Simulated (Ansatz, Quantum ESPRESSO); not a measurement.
# Ba2C (Fm-3m): zone-centre phonons

Wanted: the vibrations of Ba2C (Fm-3m) at Γ, by two programs.

Method: DFT LDA, scalar-relativistic, plane waves, PseudoDojo norm-conserving pseudopotentials, in Quantum ESPRESSO 7.5.

This is a report of a sequence of runs, with most program output left out.

The structure was built from a prototype and need not be the compound's stable phase.

### Step 1. The structure

The structure is cubic, space group Fm-3m (No. 225). Conventional cell: a = 7.825 Å, b = 7.825 Å, c = 7.825 Å, α = 90.00°, β = 90.00°, γ = 90.00°. Nearest to Ba lie 4 C at 3.39 Å. Nearest to C lie 8 Ba at 3.39 Å. Farther neighbours are not listed.

Coordinates:

```cif
data_structure
_symmetry_space_group_name_H-M 'P 1'
_symmetry_Int_Tables_number 1
_cell_length_a 5.5331
_cell_length_b 5.5331
_cell_length_c 5.5331
_cell_angle_alpha 60.000
_cell_angle_beta 60.000
_cell_angle_gamma 60.000
_cell_volume 119.78
loop_
_atom_site_label
_atom_site_type_symbol
_atom_site_fract_x
_atom_site_fract_y
_atom_site_fract_z
_atom_site_occupancy
Ba1 Ba 0.75000 0.75000 0.75000 1
Ba2 Ba 0.25000 0.25000 0.25000 1
C3 C 0.00000 0.00000 0.00000 1
```

### Step 2. A first look

A cheap run with smearing and empty bands tells whether the crystal has a gap, which decides between fixed occupations and smearing later on.

Input file probe.in:

```
 &control
    calculation='scf',
    prefix='x',
    outdir='./tmp',
    pseudo_dir='./pseudo',
    tprnfor=.true.,
    tstress=.true.,
    verbosity='high',
 /
 &system
    ibrav=0,
    nat=3,
    ntyp=2,
    ecutwfc=74.0,
    occupations='smearing',
    smearing='gaussian',
    degauss=0.01,
 /
 &electrons
    conv_thr=1.0d-07,
    mixing_beta=0.7,
    electron_maxstep=100,
 /
ATOMIC_SPECIES
 Ba    137.3270  Ba.upf
 C      12.0110  C.upf
CELL_PARAMETERS angstrom
    -3.912520000    0.000000000    3.912520000
     0.000000000    3.912520000    3.912520000
    -3.912520000    3.912520000    0.000000000
ATOMIC_POSITIONS crystal
 Ba     0.750000000   0.750000000   0.750000000
 Ba     0.250000000   0.250000000   0.250000000
 C      0.000000000   0.000000000   0.000000000
K_POINTS automatic
 4 4 4 0 0 0
```

Command:

```
> OMP_NUM_THREADS=1 mpirun -n 4 pw.x -nk 4 -in probe.in > probe.out
```

It took 11 s on 4 MPI ranks of Arm Neoverse V2, shared host.

Numbers from this step:

| Quantity | Value |
| --- | --- |
| volume per atom | 39.93 Å³ |
| pressure | -7.194 GPa |
| gap on the k-mesh | 0 eV |

No gap opens on this mesh, so smearing is kept; the start stands at -7.2 GPa.

### Step 3. Relaxation

The harmonic expansion starts where the forces on the atoms vanish, and stress shifts the frequencies, so cell and atoms are relaxed with tight thresholds.

Input file relax.in:

```
 &control
    calculation='vc-relax',
    prefix='x',
    outdir='./tmp',
    pseudo_dir='./pseudo',
    tprnfor=.true.,
    tstress=.true.,
    forc_conv_thr=2.0d-05,
    etot_conv_thr=1.0d-07,
    nstep=40,
 /
 &system
    ibrav=0,
    nat=3,
    ntyp=2,
    ecutwfc=74.0,
    occupations='smearing',
    smearing='mv',
    degauss=0.02,
 /
 &electrons
    conv_thr=1.0d-11,
    mixing_beta=0.7,
    electron_maxstep=100,
 /
 &ions
 /
 &cell
    press_conv_thr=0.1,
 /
ATOMIC_SPECIES
 Ba    137.3270  Ba.upf
 C      12.0110  C.upf
CELL_PARAMETERS angstrom
    -3.912520000    0.000000000    3.912520000
     0.000000000    3.912520000    3.912520000
    -3.912520000    3.912520000    0.000000000
ATOMIC_POSITIONS crystal
 Ba     0.750000000   0.750000000   0.750000000
 Ba     0.250000000   0.250000000   0.250000000
 C      0.000000000   0.000000000   0.000000000
K_POINTS automatic
 8 8 8 0 0 0
```

Command:

```
> OMP_NUM_THREADS=1 mpirun -n 4 pw.x -nk 4 -in relax.in > relax.out
```

It took 3.7 min on 4 MPI ranks; 15 min of CPU time.

The steps of the relaxation:

```
step  energy less that of the first step (eV)  largest force (eV/Å)  pressure (GPa)  volume (Å³)
   1                                   0.0000                0.0000           -7.20       119.78
   2                                  -0.1941                0.0000           -7.10       115.44
   3                                  -0.4694                0.0000           -6.83       109.12
   4                                  -0.8341                0.0000           -5.99       100.08
   5                                  -1.2133                0.0000           -3.22        87.48
   6                                  -1.2647                0.0000            2.43        76.39
   7                                  -1.2918                0.0000           -0.32        80.79
   8                                  -1.2924                0.0000           -0.03        80.25
   9                                  -1.2924                0.0000            0.00        80.20
  10                                  -1.2924                0.0000            0.00        80.20
  11                                  -1.2885                0.0000           -0.08        80.20
```

```
     cell as run  before  after   change
           a (Å)   5.533  4.841  -12.5 %
           b (Å)   5.533  4.841  -12.5 %
           c (Å)   5.533  4.841  -12.5 %
volume (Å³/atom)   39.93  26.73  -33.0 %
```

Final coordinates:

```cif
data_structure
_symmetry_space_group_name_H-M 'P 1'
_symmetry_Int_Tables_number 1
_cell_length_a 4.8407
_cell_length_b 4.8407
_cell_length_c 4.8407
_cell_angle_alpha 60.000
_cell_angle_beta 60.000
_cell_angle_gamma 60.000
_cell_volume 80.20
loop_
_atom_site_label
_atom_site_type_symbol
_atom_site_fract_x
_atom_site_fract_y
_atom_site_fract_z
_atom_site_occupancy
Ba1 Ba 0.75000 0.75000 0.75000 1
Ba2 Ba 0.25000 0.25000 0.25000 1
C3 C 0.00000 0.00000 0.00000 1
```

The last row of the table of steps is pw.x's closing run on a basis chosen anew for the final cell, so its energy can jump.

Numbers from this step:

| Quantity | Value |
| --- | --- |
| volume per atom | 26.73 Å³ |
| pressure | -0.078 GPa |

The volume changes by -33.0 % from the cell with which this run began.

### Step 4. Self-consistent run for the response

Perturbation theory inherits every error of the wavefunctions, so the threshold is set near the limit of the arithmetic. Smearing stays on, as the first look found no gap above 0.3 eV.

Input file scf.in:

```
 &control
    calculation='scf',
    prefix='x',
    outdir='./tmp',
    pseudo_dir='./pseudo',
    tprnfor=.true.,
    tstress=.true.,
 /
 &system
    ibrav=0,
    nat=3,
    ntyp=2,
    ecutwfc=74.0,
    occupations='smearing',
    smearing='mv',
    degauss=0.02,
 /
 &electrons
    conv_thr=1.0d-12,
    mixing_beta=0.7,
    electron_maxstep=100,
 /
ATOMIC_SPECIES
 Ba    137.3270  Ba.upf
 C      12.0110  C.upf
CELL_PARAMETERS angstrom
    -3.422859460    0.000000000    3.422859460
     0.000000000    3.422859460    3.422859460
    -3.422859460    3.422859460    0.000000000
ATOMIC_POSITIONS crystal
 Ba     0.750000000   0.750000000   0.750000000
 Ba     0.250000000   0.250000000   0.250000000
 C      0.000000000   0.000000000   0.000000000
K_POINTS automatic
 8 8 8 0 0 0
```

Command:

```
> OMP_NUM_THREADS=1 mpirun -n 4 pw.x -nk 4 -in scf.in > scf.out
```

It took 36 s on 4 MPI ranks; 2.4 min of CPU time.

The cell stands at -0.078 GPa, close enough for phonons.

### Step 5. Zone-centre response

At q = 0 one unit cell holds all displacements; symmetry groups them into irreducible representations that are solved one by one. With smeared occupations no response to a homogeneous field can be asked.

Input file ph.in:

```
phonons
 &inputph
    prefix='x',
    outdir='./tmp',
    fildyn='g.dyn',
    tr2_ph=1.0d-18,
    alpha_mix(1)=0.4,
    nmix_ph=8,
 /
0.000000000 0.000000000 0.000000000
```

Command:

```
> OMP_NUM_THREADS=1 mpirun -n 4 ph.x -nk 4 -in ph.in > ph.out
```

The job ended after 6.4 min (4 MPI ranks; 25 min of CPU time).

Numbers from this step:

```yaml
largest_acoustic_frequency_at_the_zone_centre_before_the_sum_rule: 0.83 cm⁻¹
highest_optical_zone_centre_mode_no_lo_to_term: 240.7 cm⁻¹
lowest_optical_zone_centre_mode: 70.74 cm⁻¹
```

Optical modes; normalised displacements of the dynamical-matrix file. The modes at Γ (shares of kinetic energy by element, %):

```
mode  frequency (cm⁻¹)  symmetry  Ba %  C %
   1              70.7       T2g   100    0
   2              70.7       T2g   100    0
   3              70.7       T2g   100    0
   4             240.7       T1u     4   96
   5             240.7       T1u     4   96
   6             240.7       T1u     4   96
```

Displacements in mode 1 (70.7 cm⁻¹), the largest set to 1:
```
Ba1 -0.06  0.15  1.00
Ba2  0.06 -0.15 -1.00
C3   0.00  0.00  0.00
```

Displacements in mode 5 (240.7 cm⁻¹), the largest set to 1:
```
Ba1 -0.04  0.01  0.00
Ba2 -0.04  0.01  0.00
C3   1.00 -0.32  0.00
```

The acoustic modes at Γ come out as far as 0.8 cm⁻¹ from zero, where they should vanish, a small numerical error.

### Step 6. Zone-centre analysis

A rigid shift of the crystal must cost nothing, but grids and finite bases break this; the acoustic sum rule is imposed before the matrix is diagonalised again.

Input file dynmat.in:

```
 &input
    fildyn='g.dyn',
    asr='simple',
 /
```

Command:

```
> dynmat.x -in dynmat.in > dynmat.out
```

The job ended after 0.47 s (1 thread).

This step gave:

* lowest optical zone-centre mode: 70.73 cm⁻¹

Zone-centre frequencies as printed; negative means imaginary. Modes:

```
mode  frequency (cm⁻¹)
   1                 0
   2                 0
   3                 0
   4             70.73
   5             70.73
   6             70.73
   7             240.7
   8             240.7
   9             240.7
```

The rule moves no optical mode by more than 0.1 cm⁻¹.

### Step 7. Sum rules set otherwise: a sum rule for molecules or wires on a crystal

This rule also removes rotations, which suits wires and not a crystal; it is tried to see the harm.

Input file dynmat.in:

```
 &input
    fildyn='g.dyn',
    asr='one-dim',
 /
```

Command:

```
> dynmat.x -in dynmat.in > dynmat.out
```

Wall time 0.47 s (1 thread).

The run ended normally, but on settings that are not sound.

The fault: a sum rule for molecules or wires on a crystal; 1 optical mode is projected out to zero frequency, as if it were a rotation.

For a crystal the rule has to be 'simple' or 'crystal'.

Zone-centre frequencies as printed; negative means imaginary. Modes:

```
mode  frequency (cm⁻¹)
   1                 0
   2                 0
   3                 0
   4                 0
   5             70.74
   6             70.74
   7             154.3
   8             240.7
   9             240.7
```

### Step 8. A second program

The same cell goes through another code at the same cutoff. The files are of one family, but Ansatz's library holds files of its own making for some heavy elements, so those for Ba may differ. Its k mesh is centred on Γ.

This step: DFT LDA, scalar-relativistic, plane waves, norm-conserving pseudopotentials of its library (PseudoDojo's, some remade) (Ansatz 0.2.0).

Input file input.yaml:

```yaml
crystal:
  lattice:
    - [-3.42285946, 0.0, 3.42285946]
    - [0.0, 3.42285946, 3.42285946]
    - [-3.42285946, 3.42285946, 0.0]
  atoms:
    - { symbol: Ba, position: [0.75, 0.75, 0.75] }
    - { symbol: Ba, position: [0.25, 0.25, 0.25] }
    - { symbol: C, position: [0.0, 0.0, 0.0] }
kpoints:
  mp_grid: { grid: [8, 8, 8] }
hamiltonian:
  xc: lda
  pseudopotentials: { kind: nc, accuracy: standard }
scf:
  occupations: { method: cold, width: 0.27211 }
output:
  eigenvalues: true
basis:
  ecutwfc: 1006.821
phonons:
  method: dfpt
```

Command:

```
> ansatz run input.yaml --threads 4 --pin off --max-ram 8192MiB --backend cpu --events-out ev --progress --plain --runs-dir out
```

Wall time 24 s (4 threads); peak memory 1.3 GiB.

This step gave:

| Quantity | Value |
| --- | --- |
| sum-rule residual before enforcement | 7.50e-5 eV/Å² |
| highest optical zone-centre mode (no LO-TO term) | 228.1 cm⁻¹ |
| lowest optical zone-centre mode | 65.17 cm⁻¹ |

### Step 9. Side by side: QE PseudoDojo and Ansatz, library NC

Worked out from the results:

```yaml
root_mean_square_difference: 9.74 cm⁻¹
largest_difference: 12.61 cm⁻¹
```

Frequencies side by side, by row:

```
q (reciprocal lattice)  mode  QE PseudoDojo (cm⁻¹)  Ansatz, library NC (cm⁻¹)
                 0 0 0     1                     0                          0
                 0 0 0     2                     0                          0
                 0 0 0     3                     0                          0
                 0 0 0     4                 70.73                      65.17
                 0 0 0     5                 70.73                      65.17
                 0 0 0     6                 70.73                      65.17
                 0 0 0     7                 240.7                      228.1
                 0 0 0     8                 240.7                      228.1
                 0 0 0     9                 240.7                      228.1
```

At the zone centre the largest difference (acoustic modes at Γ apart) is 5 % of the highest mode.

### Step 10. Outcome

```json
{"space group after relaxation": "Fm-3m", "volume per atom": "26.7 Å³", "highest optical zone-centre mode (no LO-TO term)": "240.7 cm⁻¹", "lowest optical zone-centre mode": "70.7 cm⁻¹", "imaginary optical modes at the zone centre (no q mesh in this session)": "none", "largest difference from Ansatz, library NC": "12.6 cm⁻¹"}
```

**Reading.** At the LDA level the optical modes of Ba2C (Fm-3m) at the zone centre run from 71 to 241 cm⁻¹. The relaxation gained more than 0.3 eV an atom, so the start was far from this structure and its bonding may have changed. Of the 6 optical modes, 3 are Raman active alone and 3 are infrared active alone; inversion symmetry keeps the two sets apart. QE PseudoDojo and Ansatz, library NC differ by 9.7 cm⁻¹ in the root mean square and by 12.6 cm⁻¹ at most, 5.2 % of the highest mode compared (acoustic modes at Γ left out); the two use different potentials, and the cell was not relaxed for the second set. These are harmonic frequencies at zero temperature: anharmonic shifts and linewidths and thermal expansion are left out. Spin-orbit coupling is left out, which can matter for the heavy elements here. In a metal the frequencies hang on the k mesh and the smearing, most of all near Kohn anomalies. The relaxation ran at 74 Ry, under the 82 Ry recommended for these files; the stress of so short a basis can leave the cell about one per cent too small. Ansatz warns that the cutoff lies 10 % under the one recommended for these files; agreement at one cutoff is not convergence. The total energies of the two programs lie far apart, so at least one potential file in Ansatz's library differs from the published one read by the first program. The structure is a hypothetical one, built on a prototype.

[Host names and launcher messages were left out of these logs when they were recorded.]

[Logs are printed without paths, hosts, clocks, repeated set-up lines and the standing remarks that a program may print on its own settings, such as how far it seeks lower states.]

[Hosts, paths, dates, database ids (printed as entryN), source tags and the programs' standing remarks are cut or masked in the printed files.]
